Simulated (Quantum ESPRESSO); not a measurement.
# MnS (Alabandite): which magnetic order is lowest, part 2 of 2

Does MnS (Alabandite) prefer parallel or opposed moments, or none?

Quantum ESPRESSO 7.5; PBE with U = 4 eV on Mn d (ortho-atomic projectors); plane waves with GBRV 1.5 PBE potentials, no spin-orbit coupling.

So far: The starting structure; Run 1, typed as ferro +.

## 3. Start 2: antiferro q=(0,1/2,1/2) +−

This order needs a doubled cell of 4 atoms. The wavevector q is in fractions of the reciprocal vectors of the crystal's primitive cell, as the cells of these inputs are built from it; moments change sign between cells as cos(2π q·R).

pw.in

```
&CONTROL
  calculation = 'scf'
  prefix = 'pwscf'
  outdir = './tmp'
  pseudo_dir = './pseudo'
  disk_io = 'nowf'
/
&SYSTEM
  ibrav = 0
  celldm(1) = 8
  nat = 4
  ntyp = 3
  ecutwfc = 40
  ecutrho = 280
  nbnd = 30
  occupations = 'smearing'
  smearing = 'fd'
  degauss = 0.00367493
  nspin = 2
  starting_magnetization(1) = 0.3
  starting_magnetization(2) = -0.3
  starting_magnetization(3) = 0
/
&ELECTRONS
  conv_thr = 8d-09
  electron_maxstep = 150
  mixing_beta = 0.3
/
ATOMIC_SPECIES
Mn1    54.9380 mn_pbe_v1.5.uspp.F.UPF
Mn2    54.9380 mn_pbe_v1.5.uspp.F.UPF
S      32.0600 s_pbe_v1.4.uspp.F.UPF
CELL_PARAMETERS alat
   0.0000000000000    0.6169483365372    0.6169483365372
   1.2338966730744    0.0000000000000    1.2338966730744
   1.2338966730744    0.6169483365372    0.6169483365372
ATOMIC_POSITIONS crystal
Mn1     0.0000000000    0.0000000000    0.0000000000
Mn2     0.0000000000    0.5000000000    0.0000000000
S       0.5000000000    0.0000000000    0.5000000000
S       0.5000000000    0.5000000000    0.5000000000
K_POINTS automatic
8 4 8 0 0 0
HUBBARD {ortho-atomic}
U Mn1-3d 4.0000
U Mn2-3d 4.0000
```

The run is started by

```bash
OMP_NUM_THREADS=1 mpirun -n 4 pw.x -nk 4 -in pw.in > pw.out
```

Output:

```text
[banner, memory and clock lines left out]
Program PWSCF v.7.5 starts

     Message from routine setup:
     using ibrav=0 with symmetry is DISCOURAGED, use correct ibrav instead

     bravais-lattice index     =            0
     lattice parameter (alat)  =       8.0000  a.u.
     unit-cell volume          =     480.9239 (a.u.)^3
     number of atoms/cell      =            4
     number of atomic types    =            3
     number of electrons       =        42.00
     number of Kohn-Sham states=           30
     kinetic-energy cutoff     =      40.0000  Ry
     charge density cutoff     =     280.0000  Ry
     scf convergence threshold =      8.0E-09
     mixing beta               =       0.3000
     number of iterations used =            8  plain     mixing
     Exchange-correlation=  SLA  PW   PBX  PBC
                           (   1   4   3   4   0   0   0)
     Hubbard projectors: ortho-atomic
     Hubbard parameters of DFT+U (Dudarev formulation) in eV:
     U(Mn1-3d) =  4.0000
     U(Mn2-3d) =  4.0000

     Internal variables: lda_plus_u =T, lda_plus_u_kind = 0

     Internal variables: orbital_resolved =F, hub_pot_fix =F, apply_U = F

     celldm(1)=   8.000000  celldm(2)=   0.000000  celldm(3)=   0.000000
     celldm(4)=   0.000000  celldm(5)=   0.000000  celldm(6)=   0.000000

     crystal axes: (cart. coord. in units of alat)
               a(1) = (   0.000000   0.616948   0.616948 )
               a(2) = (   1.233897   0.000000   1.233897 )
               a(3) = (   1.233897   0.616948   0.616948 )

     reciprocal axes: (cart. coord. in units 2 pi/alat)
               b(1) = ( -0.810441  0.810441  0.810441 )
               b(2) = ( -0.000000 -0.810441  0.810441 )
               b(3) = (  0.810441  0.810441 -0.810441 )

     PseudoPot. # 1 for Mn read from file:
     mn_pbe_v1.5.uspp.F.UPF
     Pseudo is Ultrasoft + core correction, Zval = 15.0

     PseudoPot. # 2 for Mn read from file:
     mn_pbe_v1.5.uspp.F.UPF
     Pseudo is Ultrasoft + core correction, Zval = 15.0

     PseudoPot. # 3 for S  read from file:
     s_pbe_v1.4.uspp.F.UPF
     Pseudo is Ultrasoft + core correction, Zval =  6.0

     atomic species   valence    mass     pseudopotential
     Mn1              15.00    54.93800     Mn( 1.00)
     Mn2              15.00    54.93800     Mn( 1.00)
     S                 6.00    32.06000     S ( 1.00)

     Starting magnetic structure
     atomic species   magnetization
     Mn1             0.300
     Mn2            -0.300
     S               0.000

     16 Sym. Ops., with inversion, found

   Cartesian axes

     site n.     atom                  positions (alat units)
         1        Mn1    tau(   1) = (   0.0000000   0.0000000   0.0000000  )
         2        Mn2    tau(   2) = (   0.6169483   0.0000000   0.6169483  )
         3        S      tau(   3) = (   0.6169483   0.6169483   0.6169483  )
         4        S      tau(   4) = (   1.2338967   0.6169483   1.2338967  )

     number of k points=    39  Fermi-Dirac smearing, width (Ry)=  0.0037
                       cart. coord. in units 2pi/alat
        k(    1) = (   0.0000000   0.0000000   0.0000000), wk =   0.0039062
        k(    2) = (   0.1013051   0.1013051  -0.1013051), wk =   0.0312500
        k(    3) = (   0.2026102   0.2026102  -0.2026102), wk =   0.0312500
        k(    4) = (   0.3039152   0.3039152  -0.3039152), wk =   0.0312500
        k(    5) = (  -0.4052203  -0.4052203   0.4052203), wk =   0.0078125
        [... 34 further k-points ...]

     Dense  grid:    38097 G-vectors     FFT dimensions: (  40,  75,  72)

     Smooth grid:    16331 G-vectors     FFT dimensions: (  30,  60,  50)

     Check: negative core charge=   -0.000037
     Generating pointlists ...
     new r_m :   0.2545 (alat units)  2.0359 (a.u.) for type    1
     new r_m :   0.2545 (alat units)  2.0359 (a.u.) for type    2
     new r_m :   0.2545 (alat units)  2.0359 (a.u.) for type    3

     Initial potential from superposition of free atoms

     starting charge      40.9998, renormalised to      42.0000

     STARTING HUBBARD OCCUPATIONS:

     =================== HUBBARD OCCUPATIONS ===================
     ------------------------ ATOM    1 ------------------------
     Tr[ns(  1)] (up, down, total) =   5.00000  0.00000  5.00000
     Atomic magnetic moment for atom   1 =   5.00000
     [... lines left out ...]
     ------------------------ ATOM    2 ------------------------
     Tr[ns(  2)] (up, down, total) =   0.00000  5.00000  5.00000
     Atomic magnetic moment for atom   2 =  -5.00000
     [... lines left out ...]
     Number of occupied Hubbard levels =   10.0000

     Atomic wfc used for Hubbard projectors are orthogonalized

     Starting wfcs are   34 randomized atomic wfcs

     Self-consistent Calculation

     iteration #  1     ecut=    40.00 Ry     beta= 0.30
     Davidson diagonalization with overlap
     ethr =  1.00E-02,  avg # of iterations =  4.5

     =================== HUBBARD OCCUPATIONS ===================
     ------------------------ ATOM    1 ------------------------
     Tr[ns(  1)] (up, down, total) =   4.86138  0.14595  5.00733
     Atomic magnetic moment for atom   1 =   4.71543
     [... lines left out ...]
     ------------------------ ATOM    2 ------------------------
     Tr[ns(  2)] (up, down, total) =   0.14594  4.86162  5.00757
     Atomic magnetic moment for atom   2 =  -4.71568
     [... lines left out ...]
     Number of occupied Hubbard levels =   10.0149

     total energy              =    -470.47761404 Ry
     estimated scf accuracy    <       0.96136060 Ry

     total magnetization       =     0.00 Bohr mag/cell
     absolute magnetization    =     9.64 Bohr mag/cell

     iteration #  2     ecut=    40.00 Ry     beta= 0.30
     Davidson diagonalization with overlap
     ethr =  2.29E-03,  avg # of iterations =  2.0

     total energy              =    -470.63168898 Ry
     estimated scf accuracy    <       0.05483741 Ry

     total magnetization       =     0.00 Bohr mag/cell
     absolute magnetization    =     9.71 Bohr mag/cell

     [... further iterations left out ...]

     iteration # 11     ecut=    40.00 Ry     beta= 0.30
     Davidson diagonalization with overlap
     ethr =  2.95E-09,  avg # of iterations =  2.0

     negative rho (up, down):  2.807E-04 4.507E-04

     total energy              =    -470.65609295 Ry
     estimated scf accuracy    <       0.00000004 Ry

     total magnetization       =     0.00 Bohr mag/cell
     absolute magnetization    =     9.73 Bohr mag/cell

     iteration # 12     ecut=    40.00 Ry     beta= 0.30
     Davidson diagonalization with overlap
     ethr =  8.61E-11,  avg # of iterations =  3.0

     negative rho (up, down):  2.806E-04 4.506E-04

     Magnetic moment per site  (integrated on atomic sphere of radius R)
     atom   1 (R=0.254)  charge= 13.1439  magn=  4.4922
     atom   2 (R=0.254)  charge= 13.1439  magn= -4.4922
     atom   3 (R=0.254)  charge=  4.7355  magn= -0.0357
     atom   4 (R=0.254)  charge=  4.7355  magn=  0.0357

     End of self-consistent calculation

     =================== HUBBARD OCCUPATIONS ===================
     ------------------------ ATOM    1 ------------------------
     Tr[ns(  1)] (up, down, total) =   4.96913  0.26593  5.23505
     Atomic magnetic moment for atom   1 =   4.70320
     [... lines left out ...]
     ------------------------ ATOM    2 ------------------------
     Tr[ns(  2)] (up, down, total) =   0.26593  4.96913  5.23506
     Atomic magnetic moment for atom   2 =  -4.70320
     [... lines left out ...]
     Number of occupied Hubbard levels =   10.4701

     [... lines left out ...]
     the Fermi energy is    10.4443 ev

!    total energy              =    -470.65609297 Ry
     estimated scf accuracy    <          5.2E-09 Ry
     smearing contrib. (-TS)   =      -0.00000020 Ry
     internal energy E=F+TS    =    -470.65609277 Ry

     The total energy is F=E-TS. E is the sum of the following terms:
     one-electron contribution =    -266.16724691 Ry
     hartree contribution      =     148.14044388 Ry
     xc contribution           =     -70.51457215 Ry
     ewald contribution        =    -282.19561472 Ry
     Hubbard energy            =       0.08089713 Ry

     total magnetization       =    -0.00 Bohr mag/cell
     absolute magnetization    =     9.73 Bohr mag/cell

     convergence has been achieved in  12 iterations
```

The job ended after 34 s (4 MPI ranks of Intel Xeon Platinum 8488C (Sapphire Rapids), shared host; peak memory 0.66 GiB).

Spin moment in the atom's sphere by atom:

```csv
atom,spin moment in the atom's sphere (μB)
Mn1,4.49
Mn2,-4.49
S3,-0.04
S4,0.04
```

Numbers from this step:

- smearing term TS: 2.73e-6 eV
- magnetization: 0 μB
- absolute magnetization: 9.728 μB
- final state: antiferromagnetic

Spin density in the ac plane of the conventional cell at fractional y = 0.000, with atoms of Mn and S within 0.2 Å of it.

Values in e/Å³, 13 rows by 14 columns, each cell a mean:
```
 4.8  1.8  0.3  0.0  0.0  0.0  0.0  0.0  0.0  0.0  0.0  0.1  0.8  3.6
 0.9  0.4  0.1  0.0  0.0  0.0  0.0  0.0  0.0  0.0  0.0  0.1  0.3  0.7
 0.1  0.1  0.0  0.0  0.0  0.0  0.0  0.0  0.0  0.0  0.0  0.0  0.1  0.1
 0.0  0.0  0.0  0.0  0.0  0.0 -0.1 -0.1 -0.1  0.0  0.0  0.0  0.0  0.0
 0.0  0.0  0.0  0.0 -0.1 -0.2 -0.6 -0.7 -0.4 -0.1  0.0  0.0  0.0  0.0
 0.0  0.0  0.0  0.0 -0.1 -0.8 -3.3 -4.4 -1.6 -0.3  0.0  0.0  0.0  0.0
 0.0  0.0  0.0  0.0 -0.2 -1.1 -5.1 -6.4 -2.5 -0.4  0.0  0.0  0.0  0.0
 0.0  0.0  0.0  0.0 -0.1 -0.5 -1.8 -2.5 -1.0 -0.2  0.0  0.0  0.0  0.0
 0.0  0.0  0.0  0.0  0.0 -0.1 -0.3 -0.3 -0.2 -0.1  0.0  0.0  0.0  0.0
 0.0  0.0  0.0  0.0  0.0  0.0  0.0  0.0  0.0  0.0  0.0  0.0  0.0  0.0
 0.2  0.1  0.1  0.0  0.0  0.0  0.0  0.0  0.0  0.0  0.0  0.0  0.1  0.2
 2.1  0.8  0.2  0.0  0.0  0.0  0.0  0.0  0.0  0.0  0.0  0.1  0.4  1.6
 6.2  2.4  0.4  0.0  0.0  0.0  0.0  0.0  0.0  0.0  0.0  0.2  1.1  4.9
```
Columns run along a (5.2 Å), rows up along c (5.2 Å), edges of the conventional cell, whose origin can differ from the input's. Atoms in or near the plane, at fractional coordinates: Mn at (0.00, 0.00), Mn at (0.50, 0.50), S at (0.50, 0.00), S at (0.00, 0.50).

Valence density in the ac plane of the conventional cell at fractional y = 0.000, with atoms of Mn and S within 0.2 Å of it. It is the smooth field of the valence electrons, not physical close to the nuclei.

Values in e/Å³, 13 rows by 14 columns, each cell a mean:
```
15  6  1  0  1  1  1  1  1  1  0  0  2 12
 3  1  0  0  0  1  1  1  1  0  0  0  1  2
 0  0  0  0  0  0  0  0  0  0  0  0  0  0
 0  0  0  0  0  0  0  0  0  0  0  0  0  0
 1  1  0  0  0  0  2  2  1  0  0  0  1  1
 1  1  1  0  0  2 11 14  5  1  0  1  1  1
 1  1  1  0  0  3 16 15  9  1  0  1  1  1
 1  1  1  0  0  1  6  9  3  0  0  0  1  1
 1  1  0  0  0  0  1  1  0  0  0  0  0  1
 0  0  0  0  0  0  0  0  0  0  0  0  0  0
 1  0  0  0  0  0  1  1  1  0  0  0  0  0
 7  2  0  0  0  1  1  1  1  1  0  0  1  5
15  8  1  0  1  1  1  1  1  1  0  0  3 15
```
Columns run along a (5.2 Å), rows up along c (5.2 Å), edges of the conventional cell, whose origin can differ from the input's. Atoms in or near the plane, at fractional coordinates: Mn at (0.00, 0.00), Mn at (0.50, 0.50), S at (0.50, 0.00), S at (0.00, 0.50).

## 4. Start 3: antiferro q=(0,0,1/2) +−

The cell is doubled to 4 atoms to hold this order.

pw.in, as its differences from that of step 3:

```diff
@@ -34,11 +34,11 @@
    0.0000000000000    0.6169483365372    0.6169483365372
-   1.2338966730744    0.0000000000000    1.2338966730744
-   1.2338966730744    0.6169483365372    0.6169483365372
+   0.6169483365372    0.0000000000000    0.6169483365372
+   1.2338966730744    1.2338966730744    0.0000000000000
 ATOMIC_POSITIONS crystal
 Mn1     0.0000000000    0.0000000000    0.0000000000
-Mn2     0.0000000000    0.5000000000    0.0000000000
-S       0.5000000000    0.0000000000    0.5000000000
-S       0.5000000000    0.5000000000    0.5000000000
+Mn2     0.0000000000    0.0000000000    0.5000000000
+S       0.5000000000    0.5000000000    0.2500000000
+S       0.5000000000    0.5000000000    0.7500000000
 K_POINTS automatic
-8 4 8 0 0 0
+8 8 4 0 0 0
 HUBBARD {ortho-atomic}
```

Output:

```text
     [... lines left out ...]
Program PWSCF v.7.5 starts
     [... lines left out ...]
     number of atoms/cell      =            4
     [... lines left out ...]
     number of electrons       =        42.00
     number of Kohn-Sham states=           30
     kinetic-energy cutoff     =      40.0000  Ry
     charge density cutoff     =     280.0000  Ry
     scf convergence threshold =      8.0E-09
     [... lines left out ...]
     12 Sym. Ops., with inversion, found
     [... lines left out ...]
     number of k points=    35  Fermi-Dirac smearing, width (Ry)=  0.0037
     [... lines left out ...]
     iteration # 12     ecut=    40.00 Ry     beta= 0.30
     [... lines left out ...]
     Magnetic moment per site  (integrated on atomic sphere of radius R)
     atom   1 (R=0.254)  charge= 13.1539  magn=  4.4343
     atom   2 (R=0.254)  charge= 13.1540  magn= -4.4342
     atom   3 (R=0.254)  charge=  4.7309  magn= -0.0000
     atom   4 (R=0.254)  charge=  4.7309  magn= -0.0000
     [... lines left out ...]
     Tr[ns(  1)] (up, down, total) =   4.96724  0.29646  5.26371
     [... lines left out ...]
     Tr[ns(  2)] (up, down, total) =   0.29646  4.96724  5.26371
     [... lines left out ...]
     the Fermi energy is    10.6056 ev
!    total energy              =    -470.66101057 Ry
     estimated scf accuracy    <          5.0E-09 Ry
     smearing contrib. (-TS)   =      -0.00000000 Ry
     [... lines left out ...]
     total magnetization       =    -0.00 Bohr mag/cell
     absolute magnetization    =     9.49 Bohr mag/cell
     convergence has been achieved in  12 iterations
```

Run time: 23 s. Hardware: 4 MPI ranks; peak memory 0.53 GiB.

Spin moment in the atom's sphere by atom:

```csv
atom,spin moment in the atom's sphere (μB)
Mn1,4.43
Mn2,-4.43
S3,0.00
S4,0.00
```

Read from the output:

```yaml
smearing_term_ts: 6.79e-11 eV
magnetization: 0 μB
absolute_magnetization: 9.487 μB
final_state: antiferromagnetic
```

## 5. Run 4 (no spin polarisation)

pw.in

```
&CONTROL
  calculation = 'scf'
  prefix = 'pwscf'
  outdir = './tmp'
  pseudo_dir = './pseudo'
  disk_io = 'nowf'
/
&SYSTEM
  ibrav = 0
  celldm(1) = 8
  nat = 2
  ntyp = 2
  ecutwfc = 40
  ecutrho = 280
  nbnd = 17
  occupations = 'smearing'
  smearing = 'fd'
  degauss = 0.00367493
/
&ELECTRONS
  conv_thr = 4d-09
  electron_maxstep = 150
  mixing_beta = 0.3
/
ATOMIC_SPECIES
Mn     54.9380 mn_pbe_v1.5.uspp.F.UPF
S      32.0600 s_pbe_v1.4.uspp.F.UPF
CELL_PARAMETERS alat
   0.0000000000000    0.6169483365372    0.6169483365372
   0.6169483365372    0.0000000000000    0.6169483365372
   0.6169483365372    0.6169483365372    0.0000000000000
ATOMIC_POSITIONS crystal
Mn      0.0000000000    0.0000000000    0.0000000000
S       0.5000000000    0.5000000000    0.5000000000
K_POINTS automatic
8 8 8 0 0 0
HUBBARD {ortho-atomic}
U Mn-3d 4.0000
```

Output:

```text
     [... lines left out ...]
Program PWSCF v.7.5 starts
     [... lines left out ...]
     number of atoms/cell      =            2
     [... lines left out ...]
     number of electrons       =        21.00
     number of Kohn-Sham states=           17
     kinetic-energy cutoff     =      40.0000  Ry
     charge density cutoff     =     280.0000  Ry
     scf convergence threshold =      4.0E-09
     [... lines left out ...]
     48 Sym. Ops., with inversion, found
     [... lines left out ...]
     number of k points=    29  Fermi-Dirac smearing, width (Ry)=  0.0037
     [... lines left out ...]
     iteration # 16     ecut=    40.00 Ry     beta= 0.30
     [... lines left out ...]
     Tr[ns(  1)] =   5.70006
     [... lines left out ...]
     the Fermi energy is     8.3926 ev
!    total energy              =    -234.98258920 Ry
     estimated scf accuracy    <          2.1E-09 Ry
     smearing contrib. (-TS)   =      -0.00476665 Ry
     [... lines left out ...]
     convergence has been achieved in  16 iterations
```

Elapsed: 5.4 s, on 4 MPI ranks; peak memory 0.31 GiB; 21 s of CPU time.

Numbers from this step:

| Quantity | Value |
| --- | --- |
| smearing term TS | 0.06485 eV |
| final state | non-magnetic (no spin polarisation) |

## 6. What a mistake does

One input was spoiled on purpose, to see how the program answers.

pw.in

```
&CONTROL
  calculation = 'scf'
  prefix = 'pwscf'
  outdir = './tmp'
  pseudo_dir = './pseudo'
  disk_io = 'nowf'
/
&SYSTEM
  ibrav = 0
  nat = 3
  ntyp = 2
  ecutwfc = 40
  ecutrho = 280
  nbnd = 19
  occupations = 'smearing'
  smearing = 'fd'
  degauss = 0.00367493
  nspin = 2
  starting_magnetization(1) = 0.3
  starting_magnetization(2) = 0
/
&ELECTRONS
  conv_thr = 4d-09
  electron_maxstep = 75
  mixing_beta = 0.3
/
ATOMIC_SPECIES
Mn     54.9380 mn_pbe_v1.5.uspp.F.UPF
S      32.0600 s_pbe_v1.4.uspp.F.UPF
CELL_PARAMETERS angstrom
   0.0000000000    2.6118000000    2.6118000000
   2.6118000000    0.0000000000    2.6118000000
   2.6118000000    2.6118000000    0.0000000000
ATOMIC_POSITIONS crystal
Mn      0.0000000000    0.0000000000    0.0000000000
S       0.5000000000    0.5000000000    0.5000000000
K_POINTS automatic
8 8 8 0 0 0
HUBBARD {ortho-atomic}
U Mn-3d 4.0000
```

Output:

```text
     [... lines left out ...]
Program PWSCF v.7.5 starts
     Error in routine read_cards (3):
     wrong number of columns in ATOMIC_POSITIONS
 %%%%%%%%%%%%%%%%%%%%%%%%%%%%%%%%%%%%%%%%%%%%%%%%%%%%%%%%%%%%%%%%%%%%%%%%%%%%%%
     stopping ...
```

The job ended after 0.64 s (4 MPI ranks; peak memory 0.07 GiB).

The input was rejected at the start.

The program's message: “read_cards (3): wrong number of columns in ATOMIC_POSITIONS”

The fault put into the input: a wrong number of atoms.

## 7. Energies of the orders

An order is kept where moments of 0.15 μB or more survive with the typed signs; meshes match where a doubled cell samples the same k points as the first cell.

Orders:

```csv
start,final state,typed order kept,energy over the lowest (meV a seeded atom),largest site moment (μB),net moment (μB a cell of the first run),mesh matched,CPU time (s)
ferro +,ferromagnetic,yes,53.75,4.514,5,yes,25.59
"antiferro q=(0,1/2,1/2) +-",antiferromagnetic,yes,33.45,4.492,0,yes,136.2
"antiferro q=(0,0,1/2) +-",antiferromagnetic,yes,0,4.434,0,yes,92.66
no spin polarisation,non-magnetic,-,4734,0,0,yes,20.6
```

## 8. Couplings from the energies

E = −Σ J e·e over ordered pairs of unit vectors, so each pair counts twice. As many shells are taken as there are differences of energy, so the couplings are solved for and no residual tests the model; further shells are folded in, and shells whose pairs keep their relative signs in all orders cancel and are not probed. Couplings from the energies:

```csv
pair,distance (Å),neighbours an atom,J (meV)
Mn-Mn,3.694,12,-1.269
Mn-Mn,5.224,6,-3.211
```

## 9. Occupations of the corrected shells in the lowest state

Occupations of the Hubbard shells:

```csv
block,type,shell,spin,electrons,occupation numbers
1,Mn1,3d,up,4.967,0.990 0.990 0.996 0.996 0.996
1,Mn1,3d,down,0.2965,0.022 0.022 0.022 0.116 0.116
2,Mn2,3d,up,0.2965,0.022 0.022 0.022 0.116 0.116
2,Mn2,3d,down,4.967,0.990 0.990 0.996 0.996 0.996
```

## 10. Outcome

* lowest state found: antiferromagnetic (from antiferro q=(0,0,1/2) +-)
* largest site moment: 4.43 μB
* next state with moments: antiferromagnetic, 33.5 meV a seeded atom higher
* state without moments (under the same U): 4734 meV a seeded atom higher
* J of the weightiest shell (Mn-Mn, 5.22 Å; E = −Σ J e·e, ordered pairs): -3.21 meV

**Reading.** Under a U the spinless run pays the Hubbard penalty of a partly filled shell, so its energy overstates what forming the moments gains. The largest moment changes by 1.8 % between the kept orders, as for well localised moments. This is the lowest of 4 collinear or spinless starts, no proof of the ground state.

[Logs and program files are shortened in this print: banners, set-up blocks, solver, clock and traceback lines can be left out without a mark of their own.]

[Logs are printed without paths, hosts, clocks, repeated set-up lines and the standing remarks that a program may print on its own settings, such as how far it seeks lower states.]

[Hosts, paths, dates, database ids (printed as entryN), source tags and the programs' standing remarks are cut or masked in the printed files.]

[Where a cell is said to come from a database of computed structures, the database is the Materials Project.]
